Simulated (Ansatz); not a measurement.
# Elastic response of glassy 80GeO2-20CaO (mol %) (98 atoms)

How stiff is glassy 80GeO2-20CaO (mol %) (98 atoms), and how do its levels respond to strain?

Method: Kohn-Sham DFT, PBE, PAW (set soft_2), plane waves, in Ansatz 0.2.0.

## Step 1: Starting point

The cell holds 98 atoms: 28 Ge, 7 Ca and 63 O. Its edges and angles: a = 11.372 Å, b = 11.372 Å, c = 11.372 Å, α = 90.0°, β = 90.0°, γ = 90.0°. 98 atoms (28 Ge, 7 Ca, 63 O) placed at random at 3.67 g/cm³, melted at 4000 K for 10 ps at fixed volume with the Morse and Coulomb pair potential with partial charges (Pedone, Malavasi, Menziani, Cormack and Segre, J. Phys. Chem. B 110, 11780 (2006)). Quenched from 3000 K to 300 K at 50 K/ps and fixed volume, held 10 ps at zero pressure.

Limits known from the start: The quench rate of 50 K/ps is orders of magnitude faster than experiment, which tends to freeze in extra defects. The starting topology of bonds comes from the classical model, and needn't be the one that DFT or experiment would give. Only the Γ point is sampled.

## Step 2: Single point at the start

A single point comes first, to see the forces before anything moves.

File input.yaml:

```yaml
crystal:
  lattice:
    - [11.37166, 0.0, 0.0]
    - [0.0, 11.37166, 0.0]
    - [0.0, 0.0, 11.37166]
  atoms:
    - { symbol: Ge, position: [0.6315, 0.5028, 0.10094] }
    - { symbol: Ge, position: [0.35326, 0.94463, 0.58159] }
    - { symbol: Ge, position: [0.91063, 0.72426, 0.49835] }
    - { symbol: Ge, position: [0.31501, 0.40367, 0.79171] }
    - { symbol: Ge, position: [0.57662, 0.38782, 0.62906] }
    - { symbol: Ge, position: [0.51353, 0.99644, 0.08532] }
    - { symbol: Ge, position: [0.14033, 0.84258, 0.87153] }
    - { symbol: Ge, position: [0.95442, 0.74055, 0.06329] }
    - { symbol: Ge, position: [0.52589, 0.75609, 0.23288] }
    - { symbol: Ge, position: [0.2534, 0.65102, 0.68663] }
    - { symbol: Ge, position: [0.56192, 0.13749, 0.47989] }
    - { symbol: Ge, position: [0.28877, 0.59386, 0.25834] }
    - { symbol: Ge, position: [0.07336, 0.03704, 0.6678] }
    - { symbol: Ge, position: [0.79471, 0.02202, 0.59781] }
    - { symbol: Ge, position: [0.59298, 0.81704, 0.67582] }
    - { symbol: Ge, position: [0.1413, 0.29764, 0.57496] }
    - { symbol: Ge, position: [0.31319, 0.20021, 0.01706] }
    - { symbol: Ge, position: [0.63305, 0.23696, 0.22182] }
    - { symbol: Ge, position: [0.48009, 0.61724, 0.48503] }
    - { symbol: Ge, position: [0.05088, 0.47509, 0.149] }
    - { symbol: Ge, position: [0.79316, 0.86546, 0.28842] }
    - { symbol: Ge, position: [0.89508, 0.13908, 0.26759] }
    - { symbol: Ge, position: [0.71749, 0.83556, 0.92606] }
    - { symbol: Ge, position: [0.98724, 0.62253, 0.73793] }
    - { symbol: Ge, position: [0.92326, 0.43549, 0.4228] }
    - { symbol: Ge, position: [0.17046, 0.82251, 0.39686] }
    - { symbol: Ge, position: [0.03085, 0.2172, 0.01513] }
    - { symbol: Ge, position: [0.7906, 0.12156, 0.87212] }
    - { symbol: Ca, position: [0.55824, 0.33885, 0.89575] }
    - { symbol: Ca, position: [0.37449, 0.32597, 0.33546] }
    - { symbol: Ca, position: [0.74467, 0.55608, 0.86249] }
    - { symbol: Ca, position: [0.15609, 0.14369, 0.31454] }
    - { symbol: Ca, position: [0.86425, 0.33727, 0.67223] }
    - { symbol: Ca, position: [0.40992, 0.67584, 0.93969] }
    - { symbol: Ca, position: [0.24675, 0.85419, 0.13918] }
    - { symbol: O, position: [0.55727, 0.2395, 0.58543] }
    - { symbol: O, position: [0.35433, 0.62401, 0.57663] }
    - { symbol: O, position: [0.37924, 0.65857, 0.15767] }
    - { symbol: O, position: [0.29235, 0.85025, 0.48616] }
    - { symbol: O, position: [0.21826, 0.01268, 0.62284] }
    - { symbol: O, position: [0.22791, 0.78561, 0.73664] }
    - { symbol: O, position: [0.94132, 0.99111, 0.60188] }
    - { symbol: O, position: [0.59988, 0.89037, 0.00584] }
    - { symbol: O, position: [0.02294, 0.61355, 0.08941] }
    - { symbol: O, position: [0.03287, 0.7154, 0.84445] }
    - { symbol: O, position: [0.30552, 0.21947, 0.16911] }
    - { symbol: O, position: [0.48786, 0.71477, 0.37139] }
    - { symbol: O, position: [0.66709, 0.18122, 0.9289] }
    - { symbol: O, position: [0.64406, 0.7631, 0.8138] }
    - { symbol: O, position: [0.07817, 0.96738, 0.79945] }
    - { symbol: O, position: [0.06116, 0.18752, 0.6468] }
    - { symbol: O, position: [0.44562, 0.03956, 0.50358] }
    - { symbol: O, position: [0.65116, 0.84116, 0.25709] }
    - { symbol: O, position: [0.69894, 0.07138, 0.48914] }
    - { symbol: O, position: [0.05608, 0.37105, 0.04505] }
    - { symbol: O, position: [0.70198, 0.91662, 0.65517] }
    - { symbol: O, position: [0.37422, 0.52224, 0.35297] }
    - { symbol: O, position: [0.78256, 0.9711, 0.89308] }
    - { symbol: O, position: [0.89099, 0.78745, 0.19568] }
    - { symbol: O, position: [0.2064, 0.70926, 0.30813] }
    - { symbol: O, position: [0.8978, 0.70122, 0.646] }
    - { symbol: O, position: [0.54851, 0.47675, 0.51705] }
    - { symbol: O, position: [0.80805, 0.37148, 0.48563] }
    - { symbol: O, position: [0.16077, 0.94427, 0.31164] }
    - { symbol: O, position: [0.8378, 0.00201, 0.26023] }
    - { symbol: O, position: [0.16889, 0.17188, 0.97634] }
    - { symbol: O, position: [0.23181, 0.34732, 0.68418] }
    - { symbol: O, position: [0.55405, 0.22225, 0.35692] }
    - { symbol: O, position: [0.60441, 0.63286, 0.17955] }
    - { symbol: O, position: [0.44146, 0.88155, 0.17353] }
    - { symbol: O, position: [0.27102, 0.82432, 0.94906] }
    - { symbol: O, position: [0.7737, 0.48519, 0.05737] }
    - { symbol: O, position: [0.11762, 0.59399, 0.66687] }
    - { symbol: O, position: [0.2972, 0.55502, 0.80058] }
    - { symbol: O, position: [0.91074, 0.58732, 0.44794] }
    - { symbol: O, position: [0.19552, 0.49983, 0.1954] }
    - { symbol: O, position: [0.82156, 0.74401, 0.98311] }
    - { symbol: O, position: [0.05077, 0.78214, 0.47546] }
    [... 14 atom lines left out ...]
    - { symbol: O, position: [0.91992, 0.17248, 0.92697] }
    - { symbol: O, position: [0.34812, 0.31614, 0.91573] }
    - { symbol: O, position: [0.81887, 0.82091, 0.43063] }
    - { symbol: O, position: [0.46158, 0.88909, 0.67549] }
    - { symbol: O, position: [0.77709, 0.22995, 0.24412] }
    - { symbol: O, position: [0.5858, 0.10418, 0.15959] }
kpoints:
  mp_grid: { grid: [1, 1, 1] }
hamiltonian:
  xc: pbe
scf:
  occupations: { method: fixed }
output:
  forces: true
```

Started as:

```bash
$ ansatz run input.yaml --threads 4 --pin off --max-ram 8192MiB --backend cpu --events-out ev --progress --plain --runs-dir out
```

Numbers of over 12 decimals in the logs are rounded to 6 here.

Log:

```text
Engine: ansatz 0.2.0, aarch64-unknown-linux-gnu
Pseudopotentials: kind: paw
Pseudopotential: Ge, paw, valence charge 14, recommended cutoff 420 eV (normal), Ge.paw.azcp
Pseudopotential: Ca, paw, valence charge 10, recommended cutoff 420 eV (normal), Ca.paw.azcp
Pseudopotential: O, paw, valence charge 6, recommended cutoff 420 eV (normal), O.paw.azcp
[... 5 lines on functional and potentials left out ...]
Crystal: 98 atoms, lattice volume = 1470.522 Å³
Basis set: ecut = 420 eV, 28671 PW (Γ), exchange–correlation on 160×160×160 points (8 copies of the dense FFT grid, shifted against one another)
Bands: 518, of which v1, the nominal top of the filled ones, is band 420 counted from 1 (419 counted from 0)
Symmetry: 1 space group operations
Space group: P1 (ITA 1), of the structure as read, at distance tolerance 1.1e-4 Å
k-points: 1
[... 7 lines on functional and potentials left out ...]
Initial density: superposition of atomic densities (neutral atoms: chi_scale 0, normalization atom), corrected by the library's trained network
Initial wavefunctions: pseudopotential atomic-orbital guess
Functional: x = pbe(κ = 0.804, μ = 0.219515), c = pbe(β = 0.066725)
SCF iter   1: F=—  HF=-168728.847842 eV  |F-HF|=—  |Δ(HF+E_count)|=         —  Δρ=2.91e-3  dr2=1.67e-1  ethr=1.77e-3  ⟨swp⟩=5.0  Hψ=1586  notcnv=0  defer=96
preconditioner: auto → Resta (q_TF=auto, 2.485 Å⁻¹)  ε∞=2.9  [insulator: Δε(μ)=1.704 eV  Ē_g=20.335 eV  n_scr=388 (ndim 8)  ℏωp=27.8 eV  f_vac=0.220  ε∞_Penn≈2.9]
SCF iter   2: F=—  HF=-168728.841459 eV  |F-HF|=—  |Δ(HF+E_count)|=   6.38e-3  Δρ=1.66e-3  dr2=3.30e-2  ethr=1.98e-5  ⟨swp⟩=2.0  Hψ=832  notcnv=0  defer=96
SCF iter   3: F=—  HF=-168728.840787 eV  |F-HF|=—  |Δ(HF+E_count)|=   6.72e-4  Δρ=6.90e-4  dr2=1.02e-2  ethr=3.93e-6  ⟨swp⟩=2.0  Hψ=622  notcnv=0  defer=96
SCF iter   4: F=—  HF=-168728.841020 eV  |F-HF|=—  |Δ(HF+E_count)|=   2.32e-4  Δρ=2.38e-4  dr2=9.34e-4  ethr=1.21e-6  ⟨swp⟩=2.0  Hψ=620  notcnv=0  defer=96
SCF iter   5: F=—  HF=-168728.841090 eV  |F-HF|=—  |Δ(HF+E_count)|=   6.99e-5  Δρ=1.42e-4  dr2=2.93e-4  ethr=1.11e-7  ⟨swp⟩=3.0  Hψ=656  notcnv=0  defer=96
SCF iter   6: F=—  HF=-168728.841097 eV  |F-HF|=—  |Δ(HF+E_count)|=   7.40e-6  Δρ=4.59e-5  dr2=3.11e-5  ethr=3.49e-8  ⟨swp⟩=3.0  Hψ=656  notcnv=0  defer=92
SCF iter   7: F=—  HF=-168728.841568 eV  |F-HF|=—  |Δ(HF+E_count)|=   4.71e-4  Δρ=2.39e-5  dr2=7.73e-6  ethr=3.70e-9  ⟨swp⟩=3.0  Hψ=942  notcnv=0  defer=92
SCF iter   8: F=—  HF=-168728.841571 eV  |F-HF|=—  |Δ(HF+E_count)|=   2.88e-6  Δρ=7.61e-6  dr2=8.82e-7  ethr=9.20e-10  ⟨swp⟩=3.0  Hψ=633  notcnv=0  defer=92
SCF iter   9: F=—  HF=-168728.841571 eV  |F-HF|=—  |Δ(HF+E_count)|=   6.74e-7  Δρ=3.39e-6  dr2=1.80e-7  ethr=1.05e-10  ⟨swp⟩=2.0  Hψ=837  notcnv=0  defer=92
SCF iter  10: F=-168728.841571 eV  HF=-168728.841571 eV  |F-HF|=1.62e-8  |Δ(HF+E_count)|=   8.48e-8  Δρ=1.24e-6  dr2=2.35e-8  ethr=1.19e-11  ⟨swp⟩=4.0  Hψ=1499  notcnv=0
SCF 1 converged in 10 iterations: F = -168728.841571 eV  dr2 = 2.35e-8
  greatest PAW one-centre occupation: 0.999 electrons in one spin orbital (limit 2), on the Ge atom at site 6 (counted from 0), in its partial waves of l = 2
SCF converged after 10 iterations
Free energy (F): -168728.841571 eV
Harris-Foulkes:  -168728.841571 eV  (|F-HF|=1.62e-8)
Internal energy: -168728.841571 eV  (E = F + TS)
E sigma→0 (E₀):  -168728.841571 eV
Fermi energy:    4.770782 eV
--- Per-component energies (eV) ---
  E_band       = -7935.294268
  E_kinetic    = 16186.990501
  E_local      = -119737.516121  (includes V_loc(G=0)·N_el)
  E_nonlocal   = 15435.889183
  E_hartree    = 50447.283289
  E_xc         = -7691.018289
  E_vxc        = -8902.609880  (∫ρ·V_xc dr)
  E_paw        = -72750.846921  (= ΣΔE_a)
  E_vpaw       = -11812.780192  (= ΣTr[D̂ρ^β])
  E_aug_tail   = 0.167874  (compensation charges beyond the density's cutoff)
  E_ewald      = -50619.791088
  E_smearing   = -0.000000  (= −TS)
  E_closure    = 0.000000  (closes the sum)
  Σ components = -168728.841571   (vs F -168728.841571, Δ=0.00e0)
--- Forces (eV/Å), atoms counted from 1 ---
  atom   1  Ge     1.12053618     2.37486531    -0.21470128
  atom   2  Ge    -0.87319453     0.63819757     0.78545461
  atom   3  Ge     1.69970471     0.11324325    -0.28159952
  atom   4  Ge     0.01789999     0.19204169    -0.71038826
  atom   5  Ge    -2.34002280    -1.51309723    -0.39831114
  atom   6  Ge     0.74297217    -1.17449891    -0.09205643
  atom   7  Ge    -1.30885159    -2.31431793    -0.88950180
  atom   8  Ge    -0.73826732     2.42835700     0.33726001
  atom   9  Ge    -0.17420083    -1.49050864    -1.38848501
  atom  10  Ge     0.06980337    -0.46676787    -1.64976895
  atom  11  Ge     0.31373659    -2.31664666     1.21347602
  atom  12  Ge     0.52359589     1.15274087     0.22328636
  atom  13  Ge     0.84100235    -0.57428176    -0.58325072
  atom  14  Ge    -1.02873045     1.19735391     1.83350648
[...]
atom  97  O      0.51940484     1.52091685    -0.26326871
  atom  98  O      0.44520585     0.01169897     0.43152456
  max |Σ_I F_I| component: 8.27e-6 eV/Å
```

The job ended after 18 s (4 threads of Arm Neoverse V2, shared host; peak memory 2 GiB).

The column dr2 measures how far the density is from self-consistency, as an energy; F and HF (Harris–Foulkes) agree once it is small.

The r.m.s. force at the start is 1.2 eV/Å.

## Step 3: Cell and atoms relaxed

Cell and atoms are freed together, to release stress as well as forces.

File input.yaml:

```yaml
crystal:
  lattice:
    - [11.37166, 0.0, 0.0]
    - [0.0, 11.37166, 0.0]
    - [0.0, 0.0, 11.37166]
  atoms:
    [... the 98 atom lines of step 2 ...]
kpoints:
  mp_grid: { grid: [1, 1, 1] }
hamiltonian:
  xc: pbe
scf:
  occupations: { method: fixed }
output:
  forces: true
relax:
  f_tol: 0.05
  max_steps: 150
  cell: {}
```

Log:

```text
[...]
Crystal: 98 atoms, lattice volume = 1470.522 Å³
Basis set: ecut = 420 eV, 28671 PW (Γ), exchange–correlation on 160×160×160 points (8 copies of the dense FFT grid, shifted against one another)
Bands: 518, of which v1, the nominal top of the filled ones, is band 420 counted from 1 (419 counted from 0)
Symmetry: 1 space group operations
[...]
k-points: 1
[...]
SCF iter   1: F=—  HF=-168728.847843 eV  |F-HF|=—  |Δ(HF+E_count)|=         —  Δρ=2.91e-3  dr2=1.67e-1  ethr=1.77e-3  ⟨swp⟩=5.0  Hψ=1586  notcnv=0  defer=96
[...]
SCF iter  10: F=-168728.841571 eV  HF=-168728.841571 eV  |F-HF|=1.62e-8  |Δ(HF+E_count)|=   8.48e-8  Δρ=1.24e-6  dr2=2.35e-8  ethr=1.19e-11  ⟨swp⟩=4.0  Hψ=1499  notcnv=0
SCF 1 converged in 10 iterations: F = -168728.841571 eV  dr2 = 2.35e-8
[...]
relax step   1: F+E_penalty+E_count = -168728.84157148 eV  Δ(F+E_penalty+E_count) = +0.000e0 eV  max|allowed force component| = 3.867e0 eV/Å  Δτ_max = 0.0000 Å  P = +7.726 GPa  Ω = 1470.522 Å³  (10 SCF iters, dr2 threshold 1.00e-7 eV, accepted)
[... from here on, the SCF cycles and remarks between the steps are left out ...]
relax step   2: F+E_penalty+E_count = -168735.96944971 eV  Δ(F+E_penalty+E_count) = -7.128e0 eV  max|allowed force component| = 2.492e0 eV/Å  Δτ_max = 0.1939 Å  P = +3.758 GPa  Ω = 1484.692 Å³  energy of the carried Pulay correction = -4.852e-2 eV  (9 SCF iters, dr2 threshold 9.80e-6 eV, accepted)
relax step   3: F+E_penalty+E_count = -168739.15690445 eV  Δ(F+E_penalty+E_count) = -3.187e0 eV  max|allowed force component| = 1.398e0 eV/Å  Δτ_max = 0.2000 Å  P = +1.931 GPa  Ω = 1479.266 Å³  energy of the carried Pulay correction = -3.000e-2 eV  (8 SCF iters, dr2 threshold 9.80e-6 eV, accepted)
relax step   4: F+E_penalty+E_count = -168740.71787132 eV  Δ(F+E_penalty+E_count) = -1.561e0 eV  max|allowed force component| = 4.813e-1 eV/Å  Δτ_max = 0.1949 Å  P = -0.473 GPa  Ω = 1474.911 Å³  energy of the carried Pulay correction = -1.508e-2 eV  (8 SCF iters, dr2 threshold 9.80e-6 eV, accepted)
relax step   5: F+E_penalty+E_count = -168741.15630564 eV  Δ(F+E_penalty+E_count) = -4.384e-1 eV  max|allowed force component| = 2.630e-1 eV/Å  Δτ_max = 0.2000 Å  P = -0.254 GPa  Ω = 1464.005 Å³  energy of the carried Pulay correction = +2.247e-2 eV  (8 SCF iters, dr2 threshold 9.80e-6 eV, accepted)
relax step   6: F+E_penalty+E_count = -168741.40492412 eV  Δ(F+E_penalty+E_count) = -2.486e-1 eV  max|allowed force component| = 2.283e-1 eV/Å  Δτ_max = 0.2000 Å  P = -0.182 GPa  Ω = 1457.948 Å³  energy of the carried Pulay correction = +4.345e-2 eV  (8 SCF iters, dr2 threshold 4.32e-6 eV, accepted)
relax step   7: F+E_penalty+E_count = -168741.65276977 eV  Δ(F+E_penalty+E_count) = -2.478e-1 eV  max|allowed force component| = 2.608e-1 eV/Å  Δτ_max = 0.2000 Å  P = -0.029 GPa  Ω = 1449.188 Å³  energy of the carried Pulay correction = +7.394e-2 eV  (9 SCF iters, dr2 threshold 3.26e-6 eV, accepted)
relax step   8: F+E_penalty+E_count = -168741.74702219 eV  Δ(F+E_penalty+E_count) = -9.425e-2 eV  max|allowed force component| = 1.845e-1 eV/Å  Δτ_max = 0.2000 Å  P = +0.027 GPa  Ω = 1446.221 Å³  energy of the carried Pulay correction = +8.431e-2 eV  (9 SCF iters, dr2 threshold 4.25e-6 eV, accepted)
relax step   9: F+E_penalty+E_count = -168741.75654105 eV  Δ(F+E_penalty+E_count) = -9.519e-3 eV  max|allowed force component| = 1.987e-1 eV/Å  Δτ_max = 0.0475 Å  P = -0.040 GPa  Ω = 1448.024 Å³  energy of the carried Pulay correction = +7.801e-2 eV  (7 SCF iters, dr2 threshold 2.13e-6 eV, accepted)
relax step  10: F+E_penalty+E_count = -168741.76157553 eV  Δ(F+E_penalty+E_count) = -5.034e-3 eV  max|allowed force component| = 1.736e-1 eV/Å  Δτ_max = 0.2000 Å  P = +0.049 GPa  Ω = 1450.042 Å³  energy of the carried Pulay correction = +7.096e-2 eV  (9 SCF iters, dr2 threshold 2.47e-6 eV, accepted)
relax step  11: F+E_penalty+E_count = -168741.79259324 eV  Δ(F+E_penalty+E_count) = -3.102e-2 eV  max|allowed force component| = 1.399e-1 eV/Å  Δτ_max = 0.2000 Å  P = +0.012 GPa  Ω = 1447.982 Å³  energy of the carried Pulay correction = +7.815e-2 eV  (9 SCF iters, dr2 threshold 1.88e-6 eV, accepted)
relax step  12: F+E_penalty+E_count = -168741.80926019 eV  Δ(F+E_penalty+E_count) = -1.667e-2 eV  max|allowed force component| = 1.004e-1 eV/Å  Δτ_max = 0.0385 Å  P = -0.014 GPa  Ω = 1449.367 Å³  energy of the carried Pulay correction = +7.331e-2 eV  (8 SCF iters, dr2 threshold 1.22e-6 eV, accepted)
relax step  13: F+E_penalty+E_count = -168741.81441253 eV  Δ(F+E_penalty+E_count) = -5.152e-3 eV  max|allowed force component| = 1.651e-1 eV/Å  Δτ_max = 0.1599 Å  P = +0.054 GPa  Ω = 1447.425 Å³  energy of the carried Pulay correction = +8.010e-2 eV  (9 SCF iters, dr2 threshold 6.30e-7 eV, rejected (line search))
relax step  14: F+E_penalty+E_count = -168741.82065459 eV  Δ(F+E_penalty+E_count) = -1.139e-2 eV  max|allowed force component| = 5.793e-2 eV/Å  Δτ_max = 0.0790 Å  P = +0.008 GPa  Ω = 1448.694 Å³  energy of the carried Pulay correction = +7.566e-2 eV  (12 SCF iters, accepted)
relax step  15: F+E_penalty+E_count = -168741.82472343 eV  Δ(F+E_penalty+E_count) = -4.069e-3 eV  max|allowed force component| = 1.263e-1 eV/Å  Δτ_max = 0.0985 Å  P = -0.032 GPa  Ω = 1447.568 Å³  energy of the carried Pulay correction = +7.960e-2 eV  (9 SCF iters, dr2 threshold 2.10e-7 eV, accepted)
relax step  16: F+E_penalty+E_count = -168741.80725502 eV  Δ(F+E_penalty+E_count) = +1.747e-2 eV  max|allowed force component| = 1.888e-1 eV/Å  Δτ_max = 0.1500 Å  P = +0.060 GPa  Ω = 1444.855 Å³  energy of the carried Pulay correction = +8.909e-2 eV  (9 SCF iters, dr2 threshold 9.97e-7 eV, rejected (line search))
relax step  17: F+E_penalty+E_count = -168741.82762646 eV  Δ(F+E_penalty+E_count) = -2.903e-3 eV  max|allowed force component| = 2.750e-2 eV/Å  Δτ_max = 0.0398 Å  P = +0.002 GPa  Ω = 1447.664 Å³  energy of the carried Pulay correction = +7.926e-2 eV  (12 SCF iters, accepted)
relax step  18: F+E_penalty+E_count = -168741.82767010 eV  Δ(F+E_penalty+E_count) = -4.364e-5 eV  max|allowed force component| = 2.750e-2 eV/Å  Δτ_max = 0.0000 Å  P = -0.032 GPa  Ω = 1447.664 Å³  stress off target by 2.33e-1 GPa  SCF on the basis re-selected at this cell (its energy is not comparable with the rows above)  (9 SCF iters)
relax step  19: F+E_penalty+E_count = -168741.83587400 eV  Δ(F+E_penalty+E_count) = -8.204e-3 eV  max|allowed force component| = 5.405e-2 eV/Å  Δτ_max = 0.0389 Å  P = -0.019 GPa  Ω = 1446.998 Å³  energy of the carried Pulay correction = +2.554e-3 eV  (9 SCF iters, dr2 threshold 1.36e-7 eV, accepted)
relax step  20: F+E_penalty+E_count = -168741.83946156 eV  Δ(F+E_penalty+E_count) = -3.588e-3 eV  max|allowed force component| = 2.860e-2 eV/Å  Δτ_max = 0.0167 Å  P = +0.014 GPa  Ω = 1446.547 Å³  energy of the carried Pulay correction = +4.089e-3 eV  (8 SCF iters, dr2 threshold 1.83e-7 eV, accepted)
relax step  21: F+E_penalty+E_count = -168741.84064131 eV  Δ(F+E_penalty+E_count) = -1.180e-3 eV  max|allowed force component| = 2.847e-2 eV/Å  Δτ_max = 0.0000 Å  P = +0.011 GPa  Ω = 1446.547 Å³  stress off target by 3.20e-2 GPa  SCF on the basis re-selected at this cell (its energy is not comparable with the rows above)  (7 SCF iters)
[...]
SCF converged after 7 iterations
Free energy (F): -168741.840641 eV
[...]
Internal energy: -168741.840641 eV  (E = F + TS)
E sigma→0 (E₀):  -168741.840641 eV
Fermi energy:    4.681788 eV
[...]
--- Forces (eV/Å), atoms counted from 1 ---
  atom   1  Ge     0.00175807    -0.00258250    -0.01534584
  atom   2  Ge    -0.01117332    -0.01023443     0.00071604
  atom   3  Ge     0.00140573     0.00565318     0.00591261
  atom   4  Ge     0.01831000    -0.00428770    -0.00331342
  atom   5  Ge    -0.02098767     0.00668801     0.02844049
  atom   6  Ge     0.00985870    -0.00887756    -0.00632647
  atom   7  Ge    -0.00269353    -0.00245253    -0.00024542
  atom   8  Ge     0.00335948     0.01658939     0.00564033
  atom   9  Ge    -0.00265884    -0.00728749     0.00832593
  atom  10  Ge     0.00208117     0.01024634    -0.01919383
  atom  11  Ge    -0.01255517     0.00371443    -0.00660959
  atom  12  Ge    -0.00148058     0.01974884     0.00004413
  atom  13  Ge     0.00101789     0.01659945    -0.00380210
  atom  14  Ge     0.00353195    -0.01489455    -0.00384841
[...]
atom  97  O      0.00110500    -0.00841845     0.00484802
  atom  98  O     -0.00236273     0.00538479    -0.00335206
  max |Σ_I F_I| component: 3.78e-6 eV/Å
--- Stress (GPa, compression-positive) ---
        0.001585      -0.005028      -0.012226
       -0.005028       0.019618       0.010736
       -0.012226       0.010736       0.012876
  P = ⅓ Tr σ = 0.0114 GPa (0.114 kbar)
--- Relaxed structure (19 steps of the walk, 17 accepted, 2 SCFs on fresh bases) ---
  F+E_penalty+E_count = -168741.84064131 eV   max|allowed force component| = 2.847e-2 eV/Å   (the final SCF, on the basis selected at the relaxed cell)
  cell:  # Å, volume = 1446.5467 Å³
    - [11.272604, 0.022084, -0.244114]
    - [0.022084, 11.275965, 0.330848]
    - [-0.244114, 0.330848, 11.395386]
  atoms:
    - { symbol: Ge, position: [0.621440, 0.502679, 0.101499] }
    - { symbol: Ge, position: [0.357107, 0.935974, 0.567214] }
    - { symbol: Ge, position: [0.935720, 0.720808, 0.467876] }
    - { symbol: Ge, position: [0.320560, 0.399237, 0.810999] }
[...]
- { symbol: O, position: [0.586492, 0.122878, 0.129699] }
```

It took 6.1 min on 4 threads; peak memory 2.1 GiB.

The relaxation converged after 19 steps, with a largest force component of 0.028 eV/Å.

(Part 1 of 4 ends here.)

[Logs are printed without paths, hosts, clocks, repeated set-up lines and the standing remarks that a program may print on its own settings, such as how far it seeks lower states.]

[Hosts, paths, dates, database ids (printed as entryN), source tags and the programs' standing remarks are cut or masked in the printed files.]
